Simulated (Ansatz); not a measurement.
**Ir wire along [111], 13 atoms a period: bands along the axis**

Aim: is the Ir wire along [111], 13 atoms a period a metal or a semiconductor?

Main program and level: Ansatz 0.2.0; DFT PBE, plane waves, PAW; relaxation of a wire's period; PAW set soft_1, in the first sound run; inputs show where later runs differ.

### Step 1. The structure

The cell holds 13 atoms: 13 Ir. Cell: a = 12.273 Å, b = 11.540 Å, c = 6.703 Å, α = 90.0°, β = 90.0°, γ = 90.0°. Vacuum lies along a and b. The structure's axis is c.

### Step 2. Relaxation of atoms and period

Band widths follow the bond lengths, so the wire is relaxed first. The atoms and the third cell vector are free; the box across stays fixed as vacuum. A Fermi-Dirac smearing is set since the result may be a metal. The pressure printed is a third of the stress's trace over the whole box, vacuum included; only the stress along the axis is relaxed.

File input.yaml:

```yaml
crystal:
  lattice:
    - [12.273, 0.0, 0.0]
    - [0.0, 11.54, 0.0]
    - [0.0, 0.0, 6.7030366253]
  atoms:
    - { symbol: Ir, position: [0.277030881, 0.499989716, 0.0] }
    - { symbol: Ir, position: [0.388515573, 0.70535205, 0.0] }
    - { symbol: Ir, position: [0.500000264, 0.499989716, 0.0] }
    - { symbol: Ir, position: [0.611484956, 0.70535205, 0.0] }
    - { symbol: Ir, position: [0.388515573, 0.431535605, 0.333333333] }
    - { symbol: Ir, position: [0.500000264, 0.636897938, 0.333333333] }
    - { symbol: Ir, position: [0.611484956, 0.431535605, 0.333333333] }
    - { symbol: Ir, position: [0.388515573, 0.568443827, 0.666666667] }
    - { symbol: Ir, position: [0.500000264, 0.363081494, 0.666666667] }
    - { symbol: Ir, position: [0.611484956, 0.568443827, 0.666666667] }
    - { symbol: Ir, position: [0.388515573, 0.294627383, 0.0] }
    - { symbol: Ir, position: [0.611484956, 0.294627383, 0.0] }
    - { symbol: Ir, position: [0.722969648, 0.499989716, 0.0] }
kpoints:
  mp_grid: { grid: [1, 1, 12] }
scf:
  occupations: { method: fermi_dirac, width: 0.05 }
hamiltonian:
  xc: pbe
  pseudopotentials: { kind: paw, azcp: { folder: soft_1 } }
relax:
  cell: { fix: [a, b, alpha, beta, gamma] }
  max_steps: 45
  f_tol: 0.03
```

Command:

```bash
> ansatz run input.yaml --threads 4 --pin off --max-ram 16384MiB --backend cpu --events-out ev --progress --plain --runs-dir out
```

Numbers of over 12 decimals in the logs are rounded to 6 here.

Log:

```text
Engine: ansatz 0.2.0, aarch64-unknown-linux-gnu
Pseudopotentials: kind: paw
Pseudopotential: Ir, paw, valence charge 17, recommended cutoff 420 eV (normal), soft_1/Ir.paw.azcp
Functional definition: PBE
  parameter kappa = 0.804
  parameter beta = 0.066725
  exchange = pbe_x(kappa = kappa, mu = beta*pi^2/3)
  correlation = pbe_c(beta = beta)
Crystal: 13 atoms, lattice volume = 949.354 Å³
Basis set: ecut = 420 eV, 18565 PW (Γ), exchange–correlation on 180×160×90 points (8 copies of the dense FFT grid, shifted against one another)
Bands: 133, of which v1, the nominal top of the filled ones, is band 111 counted from 1 (110 counted from 0)
Symmetry: 4 space group operations
Space group: P2/m (ITA 10), of the structure as read, at distance tolerance 9.8e-5 Å
k-points: 7 of 12
Non-local potential: Ir, projectors of the file, l = 0: 3, l = 1: 2, l = 2: 2, l = 3: 1
PAW form: soft (Blöchl's): semilocal exchange-correlation on the pseudo side does not see the compensation charge
PAW one-centre angular grid: Ir, 590 points (default); XC on 64 Gauss nodes
Initial density: superposition of atomic densities (neutral atoms: chi_scale 0, normalization atom)
Initial wavefunctions: pseudopotential atomic-orbital guess
Functional: x = pbe(κ = 0.804, μ = 0.219515), c = pbe(β = 0.066725)
SCF iter   1: F=—  HF=-155153.786029 eV  |F-HF|=—  |Δ(HF+E_count)|=         —  Δρ=3.08e-2  dr2=1.91e1  ethr=3.10e-3  ⟨swp⟩=9.1  Hψ=3985  notcnv=0
preconditioner: auto → LDOS  [metal: Δε(μ)=0.040 eV  Ē_g=4.345 eV  σ=0.050 eV  W_gap=0.20  n_scr=154 (ndim 8)  ℏωp=13.0 eV  f_vac=0.630  D(μ)=44.80/eV (n_scr^D=398)  β→1.0]
SCF iter   2: F=—  HF=-155153.623192 eV  |F-HF|=—  |Δ(HF+E_count)|=   1.63e-1  Δρ=4.20e-2  dr2=2.15e1  ethr=3.10e-3  ⟨swp⟩=3.6  Hψ=2532  notcnv=0  defer=28
SCF iter   3: F=—  HF=-155149.360934 eV  |F-HF|=—  |Δ(HF+E_count)|=    4.26e0  Δρ=7.38e-3  dr2=7.04e-1  ethr=3.10e-3  ⟨swp⟩=3.0  Hψ=1674  notcnv=0  defer=26
SCF iter   4: F=—  HF=-155149.295899 eV  |F-HF|=—  |Δ(HF+E_count)|=   6.50e-2  Δρ=4.61e-3  dr2=1.85e-1  ethr=3.18e-4  ⟨swp⟩=2.6  Hψ=1452  notcnv=0  defer=26
SCF iter   5: F=—  HF=-155149.274657 eV  |F-HF|=—  |Δ(HF+E_count)|=   2.12e-2  Δρ=1.93e-3  dr2=3.08e-2  ethr=8.35e-5  ⟨swp⟩=2.0  Hψ=1491  notcnv=0  defer=26
SCF iter   6: F=—  HF=-155149.274435 eV  |F-HF|=—  |Δ(HF+E_count)|=   2.22e-4  Δρ=7.64e-4  dr2=8.16e-3  ethr=1.39e-5  ⟨swp⟩=2.1  Hψ=1202  notcnv=0  defer=26
SCF iter   7: F=—  HF=-155149.273857 eV  |F-HF|=—  |Δ(HF+E_count)|=   5.78e-4  Δρ=3.55e-4  dr2=1.92e-3  ethr=3.69e-6  ⟨swp⟩=2.1  Hψ=1314  notcnv=0  defer=26
SCF iter   8: F=—  HF=-155149.273779 eV  |F-HF|=—  |Δ(HF+E_count)|=   7.76e-5  Δρ=1.78e-4  dr2=5.55e-4  ethr=8.67e-7  ⟨swp⟩=2.3  Hψ=1142  notcnv=0  defer=22
SCF iter   9: F=—  HF=-155149.273777 eV  |F-HF|=—  |Δ(HF+E_count)|=   2.30e-6  Δρ=7.57e-5  dr2=8.51e-5  ethr=2.51e-7  ⟨swp⟩=2.0  Hψ=1270  notcnv=0  defer=22
SCF iter  10: F=—  HF=-155149.273950 eV  |F-HF|=—  |Δ(HF+E_count)|=   1.73e-4  Δρ=3.36e-5  dr2=1.29e-5  ethr=3.85e-8  ⟨swp⟩=2.0  Hψ=1309  notcnv=0  defer=22
SCF iter  11: F=—  HF=-155149.273951 eV  |F-HF|=—  |Δ(HF+E_count)|=   1.27e-6  Δρ=1.21e-5  dr2=2.28e-6  ethr=5.84e-9  ⟨swp⟩=2.0  Hψ=1207  notcnv=0  defer=22
SCF iter  12: F=—  HF=-155149.273951 eV  |F-HF|=—  |Δ(HF+E_count)|=   3.51e-7  Δρ=5.53e-6  dr2=3.88e-7  ethr=1.03e-9  ⟨swp⟩=2.0  Hψ=1285  notcnv=0  defer=22
SCF iter  13: F=-155149.273951 eV  HF=-155149.273951 eV  |F-HF|=4.13e-9  |Δ(HF+E_count)|=   3.89e-8  Δρ=1.92e-6  dr2=4.32e-8  ethr=4.52e-11  ⟨swp⟩=5.0  Hψ=3233  notcnv=0
SCF 1 converged in 13 iterations: F = -155149.273951 eV  dr2 = 4.32e-8
  greatest PAW one-centre occupation: 1.000 electrons in one spin orbital (limit 2), on the Ir atom at site 2 (counted from 0), in its partial waves of l = 0
relax step   1: F+E_penalty+E_count = -155149.27395118 eV  Δ(F+E_penalty+E_count) = +0.000e0 eV  max|allowed force component| = 2.975e0 eV/Å  Δτ_max = 0.0000 Å  P = -5.836 GPa  Ω = 949.354 Å³  fix = [a, b, alpha, beta, gamma]  reactions: a -5.338, b -5.361 GPa; alpha -0.006 GPa/rad  (13 SCF iters, dr2 threshold 1.00e-7 eV, accepted)
Crystal: 13 atoms, lattice volume = 922.168 Å³
Basis set: ecut = 420 eV, 17995 PW (Γ), exchange–correlation on 180×160×90 points (8 copies of the dense FFT grid, shifted against one another)
Initial density: handed on by an earlier stage of this run
Initial wavefunctions: those handed on with the density
iter 1 solved again at ethr=2.08e-3 eV; its pass at ethr=3.10e-3 eV (dr2=4.60e0 eV) is discarded
SCF iter   1: F=—  HF=-155152.611725 eV  |F-HF|=—  |Δ(HF+E_count)|=         —  Δρ=1.42e-2  dr2=4.61e0  ethr=2.08e-3  ⟨swp⟩=1.6  Hψ=4407  notcnv=0
preconditioner: auto → LDOS  [metal: Δε(μ)=0.082 eV  Ē_g=4.779 eV  σ=0.050 eV  W_gap=0.35  n_scr=150 (ndim 8)  ℏωp=13.2 eV  f_vac=0.663  D(μ)=21.27/eV (n_scr^D=128)  β→1.0]
SCF iter   2: F=—  HF=-155152.665243 eV  |F-HF|=—  |Δ(HF+E_count)|=   5.35e-2  Δρ=9.50e-3  dr2=2.51e0  ethr=2.08e-3  ⟨swp⟩=3.0  Hψ=1529  notcnv=0
SCF iter   3: F=—  HF=-155152.261314 eV  |F-HF|=—  |Δ(HF+E_count)|=   4.04e-1  Δρ=2.31e-3  dr2=5.92e-2  ethr=1.14e-3  ⟨swp⟩=2.0  Hψ=1603  notcnv=0  defer=26
SCF iter   4: F=—  HF=-155152.258522 eV  |F-HF|=—  |Δ(HF+E_count)|=   2.79e-3  Δρ=9.80e-4  dr2=9.25e-3  ethr=2.68e-5  ⟨swp⟩=2.3  Hψ=1448  notcnv=0  defer=26
SCF iter   5: F=—  HF=-155152.259003 eV  |F-HF|=—  |Δ(HF+E_count)|=   4.81e-4  Δρ=3.62e-4  dr2=1.20e-3  ethr=4.19e-6  ⟨swp⟩=2.1  Hψ=1130  notcnv=0  defer=26
SCF iter   6: F=—  HF=-155152.259867 eV  |F-HF|=—  |Δ(HF+E_count)|=   8.64e-4  Δρ=1.25e-4  dr2=2.78e-4  ethr=5.42e-7  ⟨swp⟩=2.0  Hψ=1433  notcnv=0  defer=26
SCF iter   7: F=—  HF=-155152.259883 eV  |F-HF|=—  |Δ(HF+E_count)|=   1.55e-5  Δρ=7.82e-5  dr2=7.79e-5  ethr=1.26e-7  ⟨swp⟩=2.4  Hψ=1320  notcnv=0  defer=26
SCF iter   8: F=—  HF=-155152.259877 eV  |F-HF|=—  |Δ(HF+E_count)|=   5.69e-6  Δρ=2.27e-5  dr2=1.05e-5  ethr=3.53e-8  ⟨swp⟩=2.3  Hψ=1317  notcnv=0  defer=26
SCF iter   9: F=-155152.259878 eV  HF=-155152.259878 eV  |F-HF|=2.13e-7  |Δ(HF+E_count)|=   1.24e-6  Δρ=8.91e-6  dr2=9.59e-7  ethr=5.88e-10  ⟨swp⟩=3.9  Hψ=3533  notcnv=0
SCF 2 converged in 9 iterations: F = -155152.259878 eV  dr2 = 9.59e-7
relax step   2: F+E_penalty+E_count = -155152.25987813 eV  Δ(F+E_penalty+E_count) = -2.986e0 eV  max|allowed force component| = 6.061e-1 eV/Å  Δτ_max = 0.1937 Å  P = +0.193 GPa  Ω = 922.168 Å³  energy of the carried Pulay correction = +2.400e-3 eV  fix = [a, b, alpha, beta, gamma]  reactions: a +0.867, b +0.841 GPa; alpha -0.005 GPa/rad  (9 SCF iters, dr2 threshold 1.30e-6 eV, accepted)
Crystal: 13 atoms, lattice volume = 893.612 Å³
Basis set: ecut = 420 eV, 17455 PW (Γ), exchange–correlation on 180×160×90 points (8 copies of the dense FFT grid, shifted against one another)
iter 1 solved again at ethr=1.46e-4 eV; its pass at ethr=3.10e-3 eV (dr2=3.23e-1 eV) is discarded
SCF iter   1: F=—  HF=-155152.371095 eV  |F-HF|=—  |Δ(HF+E_count)|=         —  Δρ=7.09e-3  dr2=3.27e-1  ethr=1.46e-4  ⟨swp⟩=2.6  Hψ=4742  notcnv=0
preconditioner: auto → LDOS  [metal: Δε(μ)=0.054 eV  Ē_g=4.677 eV  σ=0.050 eV  W_gap=0.26  n_scr=150 (ndim 8)  ℏωp=13.4 eV  f_vac=0.649  D(μ)=27.10/eV (n_scr^D=208)  β→1.0]
SCF iter   2: F=—  HF=-155152.368617 eV  |F-HF|=—  |Δ(HF+E_count)|=   2.48e-3  Δρ=5.24e-3  dr2=2.14e-1  ethr=1.46e-4  ⟨swp⟩=3.0  Hψ=1514  notcnv=0
SCF iter   3: F=—  HF=-155152.323075 eV  |F-HF|=—  |Δ(HF+E_count)|=   4.55e-2  Δρ=1.46e-3  dr2=4.32e-2  ethr=9.70e-5  ⟨swp⟩=2.0  Hψ=1546  notcnv=0  defer=12
SCF iter   4: F=—  HF=-155152.318474 eV  |F-HF|=—  |Δ(HF+E_count)|=   4.60e-3  Δρ=7.26e-4  dr2=5.66e-3  ethr=1.95e-5  ⟨swp⟩=2.0  Hψ=1374  notcnv=0  defer=12
SCF iter   5: F=—  HF=-155152.318371 eV  |F-HF|=—  |Δ(HF+E_count)|=   1.03e-4  Δρ=3.03e-4  dr2=1.62e-3  ethr=2.56e-6  ⟨swp⟩=2.0  Hψ=1277  notcnv=0  defer=12
SCF iter   6: F=—  HF=-155152.318497 eV  |F-HF|=—  |Δ(HF+E_count)|=   1.27e-4  Δρ=1.08e-4  dr2=1.64e-4  ethr=7.32e-7  ⟨swp⟩=2.0  Hψ=1038  notcnv=0  defer=12
SCF iter   7: F=—  HF=-155152.318841 eV  |F-HF|=—  |Δ(HF+E_count)|=   3.43e-4  Δρ=3.72e-5  dr2=3.79e-5  ethr=7.42e-8  ⟨swp⟩=2.0  Hψ=1323  notcnv=0  defer=12
SCF iter   8: F=—  HF=-155152.318838 eV  |F-HF|=—  |Δ(HF+E_count)|=   2.67e-6  Δρ=1.20e-5  dr2=2.10e-6  ethr=1.72e-8  ⟨swp⟩=2.0  Hψ=1352  notcnv=0  defer=12
SCF iter   9: F=-155152.318838 eV  HF=-155152.318838 eV  |F-HF|=8.70e-8  |Δ(HF+E_count)|=   4.06e-7  Δρ=3.48e-6  dr2=2.35e-7  ethr=5.88e-10  ⟨swp⟩=5.0  Hψ=3325  notcnv=0
SCF 3 converged in 9 iterations: F = -155152.318838 eV  dr2 = 2.35e-7
relax step   3: F+E_penalty+E_count = -155152.31883821 eV  Δ(F+E_penalty+E_count) = -5.896e-2 eV  max|allowed force component| = 6.584e-1 eV/Å  Δτ_max = 0.0702 Å  P = -0.033 GPa  Ω = 893.612 Å³  energy of the carried Pulay correction = +5.052e-3 eV  fix = [a, b, alpha, beta, gamma]  reactions: a -0.411, b -0.435 GPa; alpha -0.003 GPa/rad  (9 SCF iters, dr2 threshold 1.30e-6 eV, accepted)
Crystal: 13 atoms, lattice volume = 904.550 Å³
Basis set: ecut = 420 eV, 17655 PW (Γ), exchange–correlation on 180×160×90 points (8 copies of the dense FFT grid, shifted against one another)
iter 1 solved again at ethr=3.80e-5 eV; its pass at ethr=3.10e-3 eV (dr2=8.39e-2 eV) is discarded
SCF iter   1: F=—  HF=-155152.430992 eV  |F-HF|=—  |Δ(HF+E_count)|=         —  Δρ=2.98e-3  dr2=8.10e-2  ethr=3.80e-5  ⟨swp⟩=2.3  Hψ=4331  notcnv=0
preconditioner: auto → LDOS  [metal: Δε(μ)=0.064 eV  Ē_g=4.661 eV  σ=0.050 eV  W_gap=0.29  n_scr=150 (ndim 8)  ℏωp=13.4 eV  f_vac=0.653  D(μ)=27.67/eV (n_scr^D=208)  β→1.0]
SCF iter   2: F=—  HF=-155152.431751 eV  |F-HF|=—  |Δ(HF+E_count)|=   7.60e-4  Δρ=2.33e-3  dr2=4.63e-2  ethr=3.67e-5  ⟨swp⟩=2.0  Hψ=1498  notcnv=0
SCF iter   3: F=—  HF=-155152.420723 eV  |F-HF|=—  |Δ(HF+E_count)|=   1.10e-2  Δρ=4.80e-4  dr2=3.90e-3  ethr=2.10e-5  ⟨swp⟩=2.0  Hψ=1498  notcnv=0
SCF iter   4: F=—  HF=-155152.420065 eV  |F-HF|=—  |Δ(HF+E_count)|=   6.58e-4  Δρ=2.13e-4  dr2=6.68e-4  ethr=1.76e-6  ⟨swp⟩=3.0  Hψ=1636  notcnv=0
SCF iter   5: F=—  HF=-155152.420343 eV  |F-HF|=—  |Δ(HF+E_count)|=   2.78e-4  Δρ=1.16e-4  dr2=1.93e-4  ethr=3.02e-7  ⟨swp⟩=2.0  Hψ=1324  notcnv=0
SCF iter   6: F=—  HF=-155152.420363 eV  |F-HF|=—  |Δ(HF+E_count)|=   1.97e-5  Δρ=4.42e-5  dr2=2.71e-5  ethr=8.71e-8  ⟨swp⟩=1.9  Hψ=1117  notcnv=0
SCF iter   7: F=-155152.420370 eV  HF=-155152.420370 eV  |F-HF|=6.12e-7  |Δ(HF+E_count)|=   6.69e-6  Δρ=1.02e-5  dr2=1.02e-6  ethr=5.88e-10  ⟨swp⟩=4.4  Hψ=4037  notcnv=0
SCF 4 converged in 7 iterations: F = -155152.420370 eV  dr2 = 1.02e-6
relax step   4: F+E_penalty+E_count = -155152.42037036 eV  Δ(F+E_penalty+E_count) = -1.015e-1 eV  max|allowed force component| = 1.224e-1 eV/Å  Δτ_max = 0.0318 Å  P = -0.105 GPa  Ω = 904.550 Å³  energy of the carried Pulay correction = +4.020e-3 eV  fix = [a, b, alpha, beta, gamma]  reactions: a -0.123, b -0.149 GPa; alpha -0.003 GPa/rad  (7 SCF iters, dr2 threshold 1.30e-6 eV, accepted)
Crystal: 13 atoms, lattice volume = 905.377 Å³
Basis set: ecut = 420 eV, 17671 PW (Γ), exchange–correlation on 180×160×90 points (8 copies of the dense FFT grid, shifted against one another)
iter 1 solved again at ethr=1.03e-6 eV; its pass at ethr=3.10e-3 eV (dr2=2.28e-3 eV) is discarded
SCF iter   1: F=—  HF=-155152.422680 eV  |F-HF|=—  |Δ(HF+E_count)|=         —  Δρ=5.16e-4  dr2=2.42e-3  ethr=1.03e-6  ⟨swp⟩=3.9  Hψ=3887  notcnv=0
preconditioner: auto → LDOS  [metal: Δε(μ)=0.067 eV  Ē_g=4.676 eV  σ=0.050 eV  W_gap=0.31  n_scr=150 (ndim 8)  ℏωp=13.3 eV  f_vac=0.653  D(μ)=27.53/eV (n_scr^D=208)  β→1.0]
SCF iter   2: F=—  HF=-155152.422702 eV  |F-HF|=—  |Δ(HF+E_count)|=   2.18e-5  Δρ=3.80e-4  dr2=1.51e-3  ethr=1.03e-6  ⟨swp⟩=2.0  Hψ=1345  notcnv=0
SCF iter   3: F=—  HF=-155152.422362 eV  |F-HF|=—  |Δ(HF+E_count)|=   3.40e-4  Δρ=1.03e-4  dr2=2.21e-4  ethr=6.85e-7  ⟨swp⟩=2.0  Hψ=1343  notcnv=0
SCF iter   4: F=—  HF=-155152.422651 eV  |F-HF|=—  |Δ(HF+E_count)|=   2.90e-4  Δρ=5.98e-5  dr2=4.47e-5  ethr=9.98e-8  ⟨swp⟩=2.4  Hψ=1326  notcnv=0
SCF iter   5: F=—  HF=-155152.422655 eV  |F-HF|=—  |Δ(HF+E_count)|=   3.13e-6  Δρ=2.55e-5  dr2=6.92e-6  ethr=2.02e-8  ⟨swp⟩=2.0  Hψ=1075  notcnv=0
SCF iter   6: F=-155152.422658 eV  HF=-155152.422658 eV  |F-HF|=3.76e-7  |Δ(HF+E_count)|=   3.62e-6  Δρ=6.75e-6  dr2=6.82e-7  ethr=4.24e-10  ⟨swp⟩=3.6  Hψ=3653  notcnv=0
SCF 5 converged in 6 iterations: F = -155152.422658 eV  dr2 = 6.82e-7
relax step   5: F+E_penalty+E_count = -155152.42265776 eV  Δ(F+E_penalty+E_count) = -2.287e-3 eV  max|allowed force component| = 1.439e-2 eV/Å  Δτ_max = 0.0047 Å  P = +0.004 GPa  Ω = 905.377 Å³  energy of the carried Pulay correction = +3.943e-3 eV  fix = [a, b, alpha, beta, gamma]  reactions: a +0.027, b -0.001 GPa; alpha -0.003 GPa/rad  (6 SCF iters, dr2 threshold 9.37e-7 eV, accepted)
Initial wavefunctions: pseudopotential atomic-orbital guess (no wavefunctions were taken with the density)
iter 1 solved again at ethr=1.20e-6 eV; its pass at ethr=3.10e-3 eV (dr2=2.65e-3 eV) is discarded
SCF iter   1: F=—  HF=-155152.417232 eV  |F-HF|=—  |Δ(HF+E_count)|=         —  Δρ=7.73e-5  dr2=9.60e-6  ethr=1.20e-6  ⟨swp⟩=4.0  Hψ=6851  notcnv=0
eigensolver tolerance schedule: the retry pair's looser diagonalisation over-reported the residual by 274.90 of it (diagonalisation noise at 0.12 of the residual, at the tolerance the schedule requests for it); recorded, not acted on — ethr = c·dr2/N_el stays at c = 1.0e-1
preconditioner: auto → LDOS  [metal: Δε(μ)=0.065 eV  Ē_g=4.675 eV  σ=0.050 eV  W_gap=0.30  n_scr=150 (ndim 8)  ℏωp=13.3 eV  f_vac=0.653  D(μ)=27.67/eV (n_scr^D=208)  β→1.0]
SCF iter   2: F=—  HF=-155152.417533 eV  |F-HF|=—  |Δ(HF+E_count)|=   3.01e-4  Δρ=2.17e-5  dr2=2.16e-6  ethr=4.34e-9  ⟨swp⟩=3.0  Hψ=1961  notcnv=0
SCF iter   3: F=—  HF=-155152.417532 eV  |F-HF|=—  |Δ(HF+E_count)|=   5.98e-7  Δρ=8.56e-6  dr2=4.90e-7  ethr=9.76e-10  ⟨swp⟩=2.1  Hψ=1797  notcnv=0
SCF iter   4: F=—  HF=-155152.417532 eV  |F-HF|=—  |Δ(HF+E_count)|=   1.05e-7  Δρ=1.87e-6  dr2=4.20e-8  ethr=2.22e-10  ⟨swp⟩=2.3  Hψ=1509  notcnv=0
SCF iter   5: F=—  HF=-155152.417532 eV  |F-HF|=—  |Δ(HF+E_count)|=   1.63e-9  Δρ=7.65e-7  dr2=6.83e-9  ethr=1.90e-11  ⟨swp⟩=2.6  Hψ=1827  notcnv=0
SCF iter   6: F=—  HF=-155152.417532 eV  |F-HF|=—  |Δ(HF+E_count)|=   1.57e-9  Δρ=3.44e-7  dr2=2.31e-9  ethr=3.09e-12  ⟨swp⟩=2.0  Hψ=1306  notcnv=0
SCF iter   7: F=—  HF=-155152.417532 eV  |F-HF|=—  |Δ(HF+E_count)|=  1.16e-10  Δρ=1.71e-7  dr2=3.83e-10  ethr=1.05e-12  ⟨swp⟩=1.7  Hψ=1103  notcnv=0
SCF iter   8: F=-155152.417532 eV  HF=-155152.417532 eV  |F-HF|=2.91e-11  |Δ(HF+E_count)|=  1.46e-10  Δρ=4.68e-8  dr2=2.30e-11  ethr=1.00e-12  ⟨swp⟩=5.0  Hψ=3303  notcnv=0
SCF 6 converged in 8 iterations: F = -155152.417532 eV  dr2 = 2.30e-11
relax step   6: F+E_penalty+E_count = -155152.41753229 eV  Δ(F+E_penalty+E_count) = +5.125e-3 eV  max|allowed force component| = 1.493e-2 eV/Å  Δτ_max = 0.0000 Å  P = +0.008 GPa  Ω = 905.377 Å³  fix = [a, b, alpha, beta, gamma]  reactions: a +0.032, b +0.003 GPa; alpha -0.003 GPa/rad  stress off target by 1.07e-2 GPa on what of the cell is left free  SCF on the basis re-selected at this cell (its energy is not comparable with the rows above)  (8 SCF iters)
basis re-selected at this cell: Δ(F+E_penalty+E_count) = +5.125e-3 eV, ΔP = +0.005 GPa vs the last step (what re-selecting the basis moved, of the pressure what is left beyond the Pulay correction that the steps carried, after the strain that the cell walked since its last selection, with what the two solves' SCF thresholds leave and, on support functions, any second-order correction that the steps lacked; it is no m [...]
SCF converged after 8 iterations
Free energy (F): -155152.417532 eV
Harris-Foulkes:  -155152.417532 eV  (|F-HF|=2.91e-11)
Internal energy: -155152.195703 eV  (E = F + TS)
E sigma→0 (E₀):  -155152.306618 eV
Entropy (-TS):   -0.221829 eV (-17.064 meV/atom)
Fermi energy:    1.244840 eV
--- Per-component energies (eV) ---
  E_band       = -6302.511560
  E_kinetic    = 7009.376745
  E_local      = -114245.021898  (includes V_loc(G=0)·N_el)
  E_nonlocal   = 2487.795636
  E_hartree    = 52701.501131
  E_xc         = -2965.948196
  E_vxc        = -3298.422109  (∫ρ·V_xc dr)
  E_paw        = -120454.433952  (= ΣΔE_a)
  E_vpaw       = -3659.247157  (= ΣTr[D̂ρ^β])
  E_aug_tail   = 0.004711  (compensation charges beyond the density's cutoff)
  E_ewald      = 20314.530119
  E_smearing   = -0.221829  (= −TS)
  E_closure    = 0.000000  (closes the sum)
  Σ components = -155152.417532   (vs F -155152.417532, Δ=0.00e0)
--- Forces (eV/Å), atoms counted from 1 ---
  atom   1  Ir     0.00492509    -0.00000000    -0.00000000
  atom   2  Ir     0.00455351    -0.00434115    -0.00024977
  atom   3  Ir     0.00000000     0.00000000    -0.00000000
  atom   4  Ir    -0.00455351    -0.00434115    -0.00024977
  atom   5  Ir     0.00773440     0.00632630     0.01421941
  atom   6  Ir    -0.00000000    -0.01133516     0.01493190
  atom   7  Ir    -0.00773440     0.00632630     0.01421941
  atom   8  Ir     0.00773440    -0.00632630    -0.01421941
  atom   9  Ir     0.00000000     0.01133516    -0.01493190
  atom  10  Ir    -0.00773440    -0.00632630    -0.01421941
  atom  11  Ir     0.00455351     0.00434115     0.00024977
  atom  12  Ir    -0.00455351     0.00434115     0.00024977
  atom  13  Ir    -0.00492509     0.00000000     0.00000000
  max |Σ_I F_I| component: 3.85e-18 eV/Å
--- Stress (GPa, compression-positive) ---
        0.031956       0.000000       0.000000
        0.000000       0.003404       0.002637
        0.000000       0.002637      -0.010709
  P = ⅓ Tr σ = 0.0082 GPa (0.082 kbar)
--- Relaxed structure (5 steps of the walk, 5 accepted, 1 SCFs on fresh bases) ---
  F+E_penalty+E_count = -155152.41753229 eV   max|allowed force component| = 1.493e-2 eV/Å   (the final SCF, on the basis selected at the relaxed cell)
  cell:  # Å, volume = 905.3771 Å³
    - [12.273, 0.0, 0.0]
    - [0.0, 11.54, 0]
    - [0.0, 0, 6.392533]
  atoms:
    - { symbol: Ir, position: [0.290872, 0.499990, 0] }
    - { symbol: Ir, position: [0.395448, 0.692723, 4.335775239856813e-6] }
    - { symbol: Ir, position: [0.5, 0.499990, 0] }
    - { symbol: Ir, position: [0.604552, 0.692723, 4.335775239856813e-6] }
    - { symbol: Ir, position: [0.392836, 0.434274, 0.339736] }
    - { symbol: Ir, position: [0.5, 0.631533, 0.339839] }
    - { symbol: Ir, position: [0.607164, 0.434274, 0.339736] }
    - { symbol: Ir, position: [0.392836, 0.565706, 0.660264] }
    - { symbol: Ir, position: [0.5, 0.368446, 0.660161] }
    - { symbol: Ir, position: [0.607164, 0.565706, 0.660264] }
    - { symbol: Ir, position: [0.395448, 0.307257, -4.33577523985693e-6] }
    - { symbol: Ir, position: [0.604552, 0.307257, -4.33577523985693e-6] }
    - { symbol: Ir, position: [0.709128, 0.499990, 0] }
```

Run time: 74 s. Hardware: 4 threads of Arm Neoverse V2, shared host; peak memory 2.5 GiB; 4.8 min of CPU time.

(Continued in part 2 of 2.)

[Logs are printed without paths, hosts, clocks, repeated set-up lines and the standing remarks that a program may print on its own settings, such as how far it seeks lower states.]

[Hosts, paths, dates, database ids (printed as entryN), source tags and the programs' standing remarks are cut or masked in the printed files.]
